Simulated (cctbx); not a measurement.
# Accept or mend?

Cell a = 7.4960 Å, b = 12.0250 Å, c = 17.0550 Å, α = 90.00°, β = 90.00°, γ = 90.00°; space group P2_12_12_1 (no. 19).

Simulated single-crystal data (cctbx): Mo Kα, λ = 0.71073 Å, to d = 0.84 Å, 50 % of the full sphere, strongest reflection 5000 counts, noise from counting, a 6 % proportional error and a noise floor of 4 counts (s.d.); no absorption.

An isotropic refinement with weights 1/σ² prints:

```text
Rint 0.068, 2538 unique reflections to 0.84 A
cycle     R1     wR2    GooF  max shift (A)
   1  0.7243  0.9430   9.906   0.76798
  10  0.5465  0.8396   8.820   0.20055
final R1 0.5422 wR2 0.8364 GooF 8.787  parameters 56  data/parameter 45.3
atom        x        y        z      Ueq    occ   su(xyz)  su(Uiso or U11)
Hg1    0.94792  0.54883  0.34953   0.0001  1.000  0.00162  0.0026
Sn1    0.35190  1.08928  0.15761   0.0162  1.000  0.00344  0.0060
Sn2    0.98707  0.92100  0.48714   0.0001  1.000  0.00285  0.0047
Sn3    0.77727  0.00045  0.31644   0.0001  1.000  0.00299  0.0046
K1     0.24384  0.80236  0.32922   0.0001  1.000  0.00826  0.0137
K2     0.86012  0.58571  0.00552   0.0001  1.000  0.01011  0.0128
S1     0.57002  0.44810  0.50611   0.0001  1.000  0.01171  0.0144
S2     0.46606  0.73810  0.32989   0.0001  1.000  0.01005  0.0149
S3     0.70511  0.01824  0.48243   0.0001  1.000  0.01020  0.0164
S4     1.00944  0.84360  0.35396   0.0001  1.000  0.00950  0.0145
S5     0.75199  0.67018  0.82523   0.0001  1.000  0.01004  0.0149
S6     0.81443  0.81925  0.12790   0.0001  1.000  0.01031  0.0156
S7     0.99498  0.62777  0.51076   0.0001  1.000  0.01051  0.0144
S8     1.20894  0.63831  0.21551   0.0234  1.000  0.01613  0.0236
difference map: max 193.26 min -62.53 rms 11.74
Q1    0.0511  0.0515  0.1505    4  201.26  0.03 A from Hg1
Q2    0.2286  0.5017  0.1835    4  143.80  0.05 A from Sn3
Q3    0.0098  0.4177  0.0125    4   92.58  0.05 A from Sn2
Q4    0.0227  0.9494  0.1504    4   92.02  1.22 A from Hg1
Q5    0.2202  0.4873  0.5179    4   80.06  0.13 A from S3
Q6    0.2228  0.0270  0.8172    4   72.92  2.08 A from K1
```

Q: Accept it or mend it, and why?

Mend it. The fault: start far from the minimum. Against the right model at the same level, R1 goes from 0.0395 to 0.5422 and GooF from 0.97 to 8.79 and the top difference peak, 201.3 e/Å³, lies on Hg1. Least squares finds the nearest minimum, not the best. The fit had not settled when the cycles ran out.

The compound is K2Sn3HgS8. The right model at the same level gives:

```text
Rint 0.068, 2538 unique reflections to 0.84 A
cycle     R1     wR2    GooF  max shift (A)
   1  0.1986  0.4216   4.429   0.10138
   2  0.0395  0.0926   0.973   0.00005
final R1 0.0395 wR2 0.0926 GooF 0.973  parameters 56  data/parameter 45.3
atom        x        y        z      Ueq    occ   su(xyz)  su(Uiso or U11)
Hg1    0.96872  0.50632  0.34818   0.0032  1.000  0.00007  0.0001
Sn1    0.51820  0.97625  0.15139   0.0029  1.000  0.00013  0.0002
Sn2    0.72840  0.93117  0.48157   0.0032  1.000  0.00014  0.0002
Sn3    0.75597  0.05152  0.32117   0.0029  1.000  0.00015  0.0002
K1     0.23630  0.81466  0.34306   0.0042  1.000  0.00043  0.0006
K2     0.74260  0.63369  0.05220   0.0037  1.000  0.00048  0.0006
S1     0.50151  0.61215  0.44769   0.0080  1.000  0.00054  0.0008
S2     0.50999  0.59592  0.23768   0.0055  1.000  0.00052  0.0008
S3     0.74528  0.11712  0.44853   0.0040  1.000  0.00055  0.0007
S4     0.76635  0.85936  0.35811   0.0053  1.000  0.00053  0.0007
S5     0.76746  0.63446  0.85363   0.0050  1.000  0.00050  0.0007
S6     0.77178  0.87755  0.16002   0.0054  1.000  0.00050  0.0007
S7     0.97410  0.62731  0.46508   0.0073  1.000  0.00058  0.0008
S8     0.97451  0.61836  0.22747   0.0036  1.000  0.00054  0.0007
difference map: max 2.03 min -1.66 rms 0.42
Q1    0.0687  0.7688  0.5915    4    2.10  1.66 A from S1
Q2    0.9960  0.0048  0.8577    4    1.78  2.03 A from S2
Q3    0.0138  0.2474  0.7720    4    1.68  1.98 A from S2
Q4    0.0467  0.6755  0.8306    4    1.63  1.81 A from S6
Q5    0.1584  0.6217  0.7673    4    1.63  1.50 A from S6
Q6    0.1416  0.4683  0.8427    4    1.61  1.14 A from Sn1
```

The model was made for the exercise: a known structure type with other elements put in, its volume estimated, not relaxed; displacement parameters are assumed.

[Middle refinement cycles are left out of these outputs.]

[Logs are printed without paths, hosts, clocks, repeated set-up lines and the standing remarks that a program may print on its own settings, such as how far it seeks lower states.]
